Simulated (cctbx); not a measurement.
## Interatomic vectors of Er2Mg5Co12

Space group P6_3/mmc (no. 194), a = 9.0840 Å, b = 9.0840 Å, c = 8.9580 Å, α = 90.00°, β = 90.00°, γ = 120.00°, content Er4 Co24 Mg10.

Simulated single-crystal data (cctbx): synchrotron X-rays, λ = 0.4959 Å, to d = 0.75 Å, 70 % of the full sphere, strongest reflection 40000 counts, noise from counting, a 4 % proportional error and a noise floor of 4 counts (s.d.); no absorption.

Patterson synthesis, origin scaled to 1000:

```text
Patterson group P 6/m m m
      u       v       w   height  length (A)
  0.000   0.000   0.000   1000.0     0.00
  0.333   0.667   0.500    671.5     6.90
  0.000   0.000   0.500    357.4     4.48
  0.333   0.667   0.000    357.2     5.24
  0.000   0.500   0.273    227.3     5.16
  0.000   0.351   0.000    226.3     3.19
  0.166   0.331   0.234    221.6     3.35
  0.000   0.316   0.500    210.6     5.32
  0.000   0.500   0.000    112.6     4.54
  0.166   0.331   0.500     73.0     5.18
  0.333   0.667   0.129     67.8     5.37
  0.000   0.500   0.430     59.8     5.95
  0.216   0.495   0.210     42.0     4.34
  0.165   0.330   0.066     42.0     2.66
```

**Question.** Which atom pairs make the peaks, and where is the heaviest atom?

A peak at u stands for all pairs with xi − xj = u, with weight Σ ZiZj against Σ Z² = 37432 at the origin. Peak heights follow these weights only roughly, since form factors, motion and series ripples differ, all vectors within 0.55 Å of a peak are counted as merged into it though the farther ones add only part of their weight, and F(000) is left out, which lowers the whole map:

| u | v | w | shortest length (Å) | height | 1000 ΣZiZj/ΣZ² | pairs in the cell |
| --- | --- | --- | --- | --- | --- | --- |
| 0.333 | 0.667 | 0.500 | 6.89 | 672 | 716 | 3 × Er–Er, 12 × Co–Co, 12 × Co–Mg, 2 × Mg–Mg |
| 0.000 | 0.000 | 0.500 | 4.48 | 357 | 270 | 2 × Er–Er, 6 × Mg–Mg |
| 0.333 | 0.667 | 0.000 | 5.24 | 357 | 351 | 2 × Er–Er, 12 × Co–Mg |
| 0.000 | 0.500 | 0.273 | 5.16 | 227 | 283 | 4 × Er–Co, 4 × Er–Mg |
| 0.000 | 0.351 | 0.000 | 3.19 | 226 | 470 | 8 × Er–Co, 4 × Co–Co |
| 0.166 | 0.331 | 0.234 | 3.34 | 222 | 338 | 6 × Er–Co, 2 × Er–Mg |
| 0.000 | 0.316 | 0.500 | 5.32 | 211 | 470 | 8 × Er–Co, 4 × Co–Co |
| 0.000 | 0.500 | 0.000 | 4.54 | 113 | 171 | 8 × Co–Co, 4 × Mg–Mg |
| 0.166 | 0.331 | 0.500 | 5.18 | 73 | 147 | 4 × Co–Co, 8 × Co–Mg |
| 0.333 | 0.667 | 0.129 | 5.37 | 68 | 87 | 4 × Er–Mg |

The table stops at ten peaks or at a height of 45, below which ripples compete. In the model behind the data Er, the heaviest element, has 2 independent sites: (2/3, 1/3, 1/4) and (0, 0, 3/4), up to an allowed shift of origin; the Er–Er vectors are differences of these positions and their symmetry mates. The whole model:

| atom | mult. | x | y | z | Ueq (Å²) |
| --- | --- | --- | --- | --- | --- |
| Er1 | 2 | 2/3 | 1/3 | 1/4 | 0.0111 |
| Er2 | 2 | 0 | 0 | 3/4 | 0.0091 |
| Co1 | 12 | 0.6736 | 0.8368 | 0.9691 | 0.0119 |
| Co2 | 12 | 0.6655 | 0.0392 | 3/4 | 0.0122 |
| Mg1 | 6 | 0 | 1/2 | 0 | 0.0148 |
| Mg2 | 4 | 1/3 | 2/3 | 0.1045 | 0.0233 |

The model is made up (kin elements in a known structure type, no relaxation), so it says nothing on whether the phase exists.

[Logs are printed without paths, hosts, clocks, repeated set-up lines and the standing remarks that a program may print on its own settings, such as how far it seeks lower states.]
